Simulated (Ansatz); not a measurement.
# Sensitivity of the G0W0 gap of LiNbO3 (R3c)

Aim: change settings of a G0W0 run on LiNbO3 (R3c) and see what moves.

Main program and level: Ansatz 0.2.0; G0W0 on PBE, plane waves, norm-conserving pseudopotentials.

## Step 1: Starting point

Symmetry: R3c, No. 161, trigonal system. The conventional cell has a = 5.152 Å, b = 5.152 Å, c = 13.869 Å, α = 90.00°, β = 90.00°, γ = 120.00°. Li has 6 O at 2.07 to 2.24 Å nearest. Nb has 6 O at 1.88 to 2.13 Å nearest. O has 2 Nb at 1.88 to 2.13 Å and 2 Li at 2.07 to 2.24 Å nearest. Farther neighbours and most contacts between anions are not listed.

The cell and positions come from the Crystallography Open Database and are kept as given unless a step says otherwise.

## Step 2: The base run: 4×4×4 mesh, 241 empty bands, screening to 100 eV, norm-conserving files

Now the one-shot GW correction: screening in the RPA, then the self-energy of the levels asked for. This step takes norm-conserving files.

The input, input.yaml:

```yaml
crystal:
  lattice:
    - [2.5758, 1.4871388234, 4.623]
    - [-2.5758, 1.4871388234, 4.623]
    - [0.0, -2.9742776468, 4.623]
  atoms:
    - { symbol: Li, position: [0.2815, 0.2815, 0.2815] }
    - { symbol: Li, position: [0.7815, 0.7815, 0.7815] }
    - { symbol: Nb, position: [5.5e-05, 5.5e-05, 5.5e-05] }
    - { symbol: Nb, position: [0.500055, 0.500055, 0.500055] }
    - { symbol: O, position: [0.11231, 0.35836, 0.71959] }
    - { symbol: O, position: [0.71959, 0.11231, 0.35836] }
    - { symbol: O, position: [0.35836, 0.71959, 0.11231] }
    - { symbol: O, position: [0.21959, 0.85836, 0.61231] }
    - { symbol: O, position: [0.85836, 0.61231, 0.21959] }
    - { symbol: O, position: [0.61231, 0.21959, 0.85836] }
kpoints:
  mp_grid: { grid: [4, 4, 4] }
hamiltonian:
  xc: pbe
  pseudopotentials: { kind: nc }
scf:
  occupations: { method: fixed }
gw:
  n_empty_bands: 241
  ecut_chi: 100
  qp_bands: [v3, c3]
  qp_kpoints: band_edges
  screening: { model: contour_deformation }
```

Run with:

```sh
$ ansatz run input.yaml --threads 3 --pin off --max-ram 92160MiB --backend cuda --events-out ev --progress --plain --runs-dir out --devices 1 --max-vram 13GiB
```

Numbers of over 12 decimals in the logs are rounded to 6 here.

The log of the run:

```text
GPUs: using 1 of 1 available (devices: 1).
Engine: ansatz 0.2.0, x86_64-unknown-linux-gnu
Pseudopotentials: kind: nc
Pseudopotential: Li, nc, valence charge 3, recommended cutoff 1034.032677 eV (normal), Li.nc.azcp
Pseudopotential: Nb, nc, valence charge 13, recommended cutoff 1115.666836 eV (normal), Nb.nc.azcp
Pseudopotential: O, nc, valence charge 6, recommended cutoff 1240 eV (normal), O.nc.azcp
Functional definition: PBE
  parameter kappa = 0.804
  parameter beta = 0.066725
  exchange = pbe_x(kappa = kappa, mu = beta*pi^2/3)
  correlation = pbe_c(beta = beta)
device memory: the entry about to start is reckoned to put 4.7 GiB on a device that reports 57.2 GiB free (of which the cap on the GPU budget leaves the run 13.0 GiB)
GPU FFT provider: cuFFT
GPU libraries: cuBLAS 13.8.2, cuFFT 12.4.0, cuSOLVER 12.3.4
Crystal: 10 atoms, lattice volume = 106.252 Å³
Basis set: ecut = 1240 eV, 10569 PW (Γ)
Bands: 44, of which v1, the nominal top of the filled ones, is band 34 counted from 1 (33 counted from 0)
Symmetry: 6 space group operations
Space group: R3c (ITA 161), of the structure as read, at distance tolerance 4.7e-5 Å
k-points: 13 of 64 (time reversal used)
Non-local potential: Li, projectors of the file, l = 0: 2, l = 1: 2
Non-local potential: Nb, projectors of the file, l = 0: 2, l = 1: 2, l = 2: 2, l = 3: 1
Non-local potential: O, projectors of the file, l = 0: 2, l = 1: 2, l = 2: 1
Initial density: superposition of atomic densities (chi_scale 0.1, normalization cell, long waves kept (reshape's long-wave potential 0.00 eV rms))
Initial wavefunctions: pseudopotential atomic-orbital guess
GPU buffer pool allocated for 262144 grid points (all kernels)
GPU transforms: local potential and band sums: pruned to the plane-wave sphere, on 64×64×64
Functional: x = pbe(κ = 0.804, μ = 0.219515), c = pbe(β = 0.066725)
SCF iter   1: F=—  HF=-6804.639892 eV  |F-HF|=—  |Δ(HF+E_count)|=         —  Δρ=9.81e-2  dr2=1.02e1  ethr=3.10e-3  ⟨swp⟩=5.1  Hψ=2027  notcnv=0  defer=95
preconditioner: auto → Resta (q_TF=auto, 2.533 Å⁻¹)  ε∞=4.9  [insulator: Δε(μ)=5.017 eV  Ē_g=12.674 eV  n_scr=26 (ndim 8)  ℏωp=25.0 eV  f_vac=0.000  ε∞_Penn≈4.9]
SCF iter   2: F=—  HF=-6802.571400 eV  |F-HF|=—  |Δ(HF+E_count)|=    2.07e0  Δρ=4.81e-2  dr2=9.93e-1  ethr=3.10e-3  ⟨swp⟩=3.0  Hψ=1103  notcnv=0  defer=90
SCF iter   3: F=—  HF=-6802.466945 eV  |F-HF|=—  |Δ(HF+E_count)|=   1.04e-1  Δρ=2.16e-2  dr2=3.00e-1  ethr=1.46e-3  ⟨swp⟩=2.0  Hψ=784  notcnv=0  defer=103
SCF iter   4: F=—  HF=-6802.468033 eV  |F-HF|=—  |Δ(HF+E_count)|=   1.09e-3  Δρ=9.34e-3  dr2=5.04e-2  ethr=4.41e-4  ⟨swp⟩=2.6  Hψ=707  notcnv=0  defer=104
SCF iter   5: F=—  HF=-6802.472126 eV  |F-HF|=—  |Δ(HF+E_count)|=   4.09e-3  Δρ=1.58e-3  dr2=2.31e-3  ethr=7.41e-5  ⟨swp⟩=2.5  Hψ=906  notcnv=0  defer=104
[...]
NSCF: frozen V_eff on 1 k-points
device memory: the entry about to start is reckoned to put 1.4 GiB on a device that reports 33.8 GiB free (of which the cap on the GPU budget leaves the run 13.0 GiB)
NSCF: frozen V_eff on 1 k-points
SCF converged after 9 iterations
Free energy (F): -6802.473007 eV
Harris-Foulkes:  -6802.473007 eV  (|F-HF|=8.23e-10)
Internal energy: -6802.473007 eV  (E = F + TS)
E sigma→0 (E₀):  -6802.473007 eV
Fermi energy:    7.273805 eV
--- Per-component energies (eV) ---
  E_band       = -520.581699
  E_kinetic    = 3170.883659
  E_local      = -4842.549741  (includes V_loc(G=0)·N_el)
  E_nonlocal   = -326.472302
  E_hartree    = 1451.175389
  E_xc         = -1781.595682
  E_vxc        = -1424.797426  (∫ρ·V_xc dr)
  E_ewald      = -4473.914330
  E_smearing   = -0.000000  (= −TS)
  E_closure    = 0.000000  (closes the sum)
  Σ components = -6802.473007   (vs F -6802.473007, Δ=0.00e0)
--- Band table (eV; the first three rows and the last of 13) ---
  k-point 0: bands = [... 30 lower, 6.5871, 6.8053, 7.2738, 7.2738, 10.8921, 10.8921, 11.3608, 12.4745, ... 6 higher]
  k-point 1: bands = [... 30 lower, 6.8086, 6.8769, 7.0744, 7.2003, 10.9409, 11.0555, 11.4963, 12.2056, ... 6 higher]
  k-point 2: bands = [... 30 lower, 6.9855, 6.9855, 7.0609, 7.0609, 11.1982, 11.1982, 12.0217, 12.0217, ... 6 higher]
  k-point 12: bands = [... 30 lower, 6.9630, 6.9630, 6.9630, 6.9630, 11.9468, 11.9468, 12.1453, 12.1453, ... 6 higher]
--- G₀W₀: contour deformation, 6 samples at zero and on the imaginary axis and 1 off it, 64 q-points, 241 empty bands' worth ---
  eigenvalues of the whole cell's RPA ε∞ on this k-mesh (on a slab, of 1 + 4πα/V) = 4.9657, 5.1742, 5.1742; static W/v taken at q = 0 is 0.195793
  bands read: the sum over 275 bands ends inside a degenerate multiplet in 3 slots, whose members it reads at an even weight; the widest, k=12: bands 273 to 276 (counted from 1) at 3/4 each
  gw.qp_kpoints: band_edges: 13 of 13 stored k-points solved, in 1 pass; an edge of the gap read off the rows below is read off those points alone
    ik  band        ε_KS         Σx   Σc(E_QP)       V_xc       Z   E_QP_lin       E_QP  E_QP is
     0    32      6.8053   -25.9802     4.9300   -20.5791  0.7349     6.3301     6.3342  root
     0    33      7.2738   -25.7995     4.7320   -20.6811  0.7351     6.8850     6.8875  root
     0    34      7.2738   -25.7995     4.7320   -20.6811  0.7351     6.8850     6.8875  root
     0    35     10.8921   -13.7711    -4.7593   -19.6644  0.7769    12.0437    12.0261  root
     0    36     10.8921   -13.7711    -4.7593   -19.6644  0.7769    12.0437    12.0261  root
     0    37     11.3608   -14.0247    -4.7487   -19.9052  0.7693    12.5121    12.4925  root
     1    32      6.8769   -25.6709     4.7387   -20.5020  0.7341     6.4434     6.4467  root
     1    33      7.0744   -25.4700     4.7419   -20.3043  0.7328     6.6474     6.6505  root
[...]
12    34      6.9630   -25.5714     4.7618   -20.3814  0.7326     6.5315     6.5348  root
    12    35     11.9468   -13.8521    -5.1830   -20.2022  0.7611    13.1382    13.1139  root
    12    36     11.9468   -13.8521    -5.1830   -20.2022  0.7611    13.1382    13.1139  root
    12    37     12.1453   -14.7279    -5.1109   -21.0932  0.7551    13.4296    13.3997  root
```

It took 50 s on 1 × NVIDIA H100 80GB HBM3 (shared by 6 runs) with 3 threads of AMD EPYC 7R13 (Zen 3), shared host; peak memory 2 GiB.

Reading the cycles: dr2 is the Hartree energy of the density residual (eV), the measure of convergence; HF is the Harris–Foulkes estimate of the energy, which meets the free energy F at convergence.

This step gave:

* bands summed: 275
* RPA ε∞ on this mesh (eigenvalues): 4.966, 5.174, 5.174
* plane waves in the screening matrix: 247
* q-points in the mesh: 64
* G0W0 gap on the mesh: 5.133 eV
* k of the valence top: 0, 0, 0
* k of the conduction bottom: 0, 0.25, -0.5
* starting gap on the mesh: 3.616 eV
* Z at the valence top: 0.7351
* Z at the conduction bottom: 0.7780
* least direct G0W0 gap on the computed points: 5.139 eV

The gap on the mesh goes from 3.62 eV to 5.13 eV, a correction of +1.52 eV. Between the two edge states, bare exchange in place of the xc potential would open the gap by 11.06 eV, and correlation takes back 9.54 eV.

## Step 3: Variant: norm-conserving files, smooth pair densities

Changes to input.yaml since step 2:

```diff
@@ -24,4 +24,4 @@
 gw:
-  n_empty_bands: 241
-  ecut_chi: 100
+  n_empty_bands: 172
+  ecut_chi: 80
   qp_bands: [v3, c3]
@@ -29 +29,2 @@
   screening: { model: contour_deformation }
+  pair_densities: pseudo
```

The log of the run:

```text
GPUs: using 1 of 1 available (devices: 1).
[...]
GPU FFT provider: cuFFT
GPU libraries: cuBLAS 13.8.2, cuFFT 12.4.0, cuSOLVER 12.3.4
Crystal: 10 atoms, lattice volume = 106.252 Å³
Basis set: ecut = 1240 eV, 10569 PW (Γ)
Bands: 44, of which v1, the nominal top of the filled ones, is band 34 counted from 1 (33 counted from 0)
Symmetry: 6 space group operations
[...]
k-points: 13 of 64 (time reversal used)
[...]
GPU buffer pool allocated for 262144 grid points (all kernels)
[...]
SCF iter   1: F=—  HF=-6804.639892 eV  |F-HF|=—  |Δ(HF+E_count)|=         —  Δρ=9.81e-2  dr2=1.02e1  ethr=3.10e-3  ⟨swp⟩=5.1  Hψ=2027  notcnv=0  defer=95
[...]
SCF iter   9: F=-6802.473007 eV  HF=-6802.473007 eV  |F-HF|=8.23e-10  |Δ(HF+E_count)|=   1.30e-7  Δρ=5.03e-6  dr2=1.52e-8  ethr=1.47e-10  ⟨swp⟩=11.9  Hψ=2398  notcnv=0
SCF 1 converged in 9 iterations: F = -6802.473007 eV  dr2 = 1.52e-8
[...]
NSCF: frozen V_eff on 13 k-points
[...]
G₀W₀ screening: q 1/13
[... further progress lines ...]
[...]
SCF converged after 9 iterations
Free energy (F): -6802.473007 eV
[...]
Internal energy: -6802.473007 eV  (E = F + TS)
E sigma→0 (E₀):  -6802.473007 eV
Fermi energy:    7.273805 eV
[...]
--- Band table (eV; the first three rows and the last of 13) ---
  k-point 0: bands = [... 30 lower, 6.5871, 6.8053, 7.2738, 7.2738, 10.8921, 10.8921, 11.3608, 12.4745, ... 6 higher]
  k-point 1: bands = [... 30 lower, 6.8086, 6.8769, 7.0744, 7.2003, 10.9409, 11.0555, 11.4963, 12.2056, ... 6 higher]
  k-point 2: bands = [... 30 lower, 6.9855, 6.9855, 7.0609, 7.0609, 11.1982, 11.1982, 12.0217, 12.0217, ... 6 higher]
  k-point 12: bands = [... 30 lower, 6.9630, 6.9630, 6.9630, 6.9630, 11.9468, 11.9468, 12.1453, 12.1453, ... 6 higher]
[...]
0    32      6.8053   -25.0873     5.0236   -19.7600  0.7369     6.4998     6.5015  root
     0    33      7.2738   -25.0509     4.8260   -20.0080  0.7376     7.0562     7.0570  root
     0    34      7.2738   -25.0509     4.8260   -20.0080  0.7376     7.0562     7.0570  root
     0    35     10.8921   -11.3949    -4.5775   -17.1326  0.7787    12.0706    12.0522  root
     0    36     10.8921   -11.3949    -4.5775   -17.1326  0.7787    12.0706    12.0522  root
     0    37     11.3608   -11.7153    -4.5727   -17.4594  0.7711    12.5532    12.5321  root
     1    32      6.8769   -24.8121     4.8341   -19.7060  0.7363     6.6036     6.6049  root
     1    33      7.0744   -24.6967     4.8307   -19.5995  0.7353     6.8066     6.8078  root
[...]
12    34      6.9630   -24.7780     4.8515   -19.6548  0.7350     6.6901     6.6914  root
    12    35     11.9468   -11.3741    -4.9983   -17.5669  0.7629    13.1668    13.1413  root
    12    36     11.9468   -11.3741    -4.9983   -17.5669  0.7629    13.1668    13.1413  root
    12    37     12.1453   -12.1967    -4.9156   -18.4109  0.7574    13.4760    13.4439  root
```

Wall time 31 s (1 × NVIDIA H100 80GB HBM3 (shared by 6 runs) with 3 threads); peak memory 1.7 GiB.

The G0W0 gap on the mesh is 4.981 eV.

Against the base:

```tsv
setting	base	variant
empty bands	241	172
screening cutoff (eV)	100	80
pair densities	-	pseudo
```

```tsv
quantity	variant	base
starting gap on the mesh	3.616	3.616
G0W0 gap on the mesh	4.981	5.133
least direct G0W0 gap on the computed points	4.995	5.139
Z at the valence top	0.738	0.735
Z at the conduction bottom	0.780	0.778
```

## Step 4: What came out

```yaml
base: 5.13 eV, 50 s
norm_conserving_files_smooth_pair_densities: 4.98 eV, 31 s
```

In words: Norm-conserving files, smooth pair densities: the gap moves by −0.15 eV. The variant differs from the base in empty bands, screening cutoff and pair densities together, so the change can't be laid to one of them. All runs here use a coarse mesh and modest cutoffs; they test settings and are not final values. The many-body steps are scalar-relativistic: spin-orbit coupling is not in them.

[Paths, hosts, dates, memory and timing lines, banners, echoed tables and standing remarks are left out of the program output.]

[Logs are printed without paths, hosts, clocks, repeated set-up lines and the standing remarks that a program may print on its own settings, such as how far it seeks lower states.]

[Runs of the session that timed out or met a known fault of the program may be left out.]

[Cells called generated may have been cut or substituted from an entry of the Crystallography Open Database or the Materials Project.]

[Hosts, paths, dates, database ids (printed as entryN), source tags and the programs' standing remarks are cut or masked in the printed files.]
